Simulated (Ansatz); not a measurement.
# Gap against strain: armchair BAs nanoribbon (N = 7, H edges)

Set-up. Ansatz 0.2.0, plane waves with PAW datasets, PBE, Fermi-Dirac smearing of 0.05 eV, no spin-orbit coupling. The period is scaled from its relaxed value of 5.875 Å and the atoms relax, within the symmetry of the start, at each strain ε (in %); gaps, in eV, are read on a band path.

| period (Å) | energy (eV a cell) | place of the conduction minimum (Γ = 0, Z = 1) | ε | gap |
| --- | --- | --- | --- | --- |
| 5.640 | +0.342 | 0.00 | −4 | 1.217 |
| 5.757 | +0.084 | 0.00 | −2 | 1.284 |
| 5.875 | 0.000 | 0.00 | 0 | 1.24 |
| 6.110 | +0.312 | 0.00 | 4 | 1.114 |
| 6.227 | +0.685 | 0.00 | 6 | 1.062 |

One run is withheld: period (Å) = 5.992, with ε = 2. Fit a straight line gap = a + b × ε to the 5 rows shown and predict it.

**Fit.** The means are 0.8 for ε and 1.183 for gap. The sum of products of deviations is −1.343 and the sum of squares in ε is 68.8, so b = −1.343 / 68.8 = −0.01952 and a = 1.183 − (−0.01952) × 0.8 = 1.199. The residuals' standard deviation, with 3 degrees of freedom, is σ = 0.051.

**Prediction.** gap = 1.199 + (−0.01952) × 2 = 1.16. The run gave 1.173, so the prediction less the run is −0.013. The standard error of a prediction there, σ√(1 + 1/5 + (2 − 0.8)²/68.8), is 0.056, and the miss is 0.24 times that, for a point between the fitted rows. With so few rows σ is itself uncertain.

The gap does not move one way: it turns somewhere between ε = -4 and 0 %, and the true extreme can lie between the rows, beyond the values shown.

**Limits.** Kohn-Sham gaps of a wire among periodic images, which in a check on one flat ribbon (7 Å apart) lowered the gap by 0.2 eV and flattened the slope; the slope b × 100 is a mean deformation potential of the gap, in eV per unit strain. Between neighbouring runs it lies between −3.3 and 3.3 eV, so a bend, a kink or scatter between runs makes one line a rough account. The unstrained row comes from a denser mesh than the others, which shifts its energy a little. Series of this kind are told only where this holds: a gap at every strain (compound wires with polar facets were set aside first). 88 of 101 did.
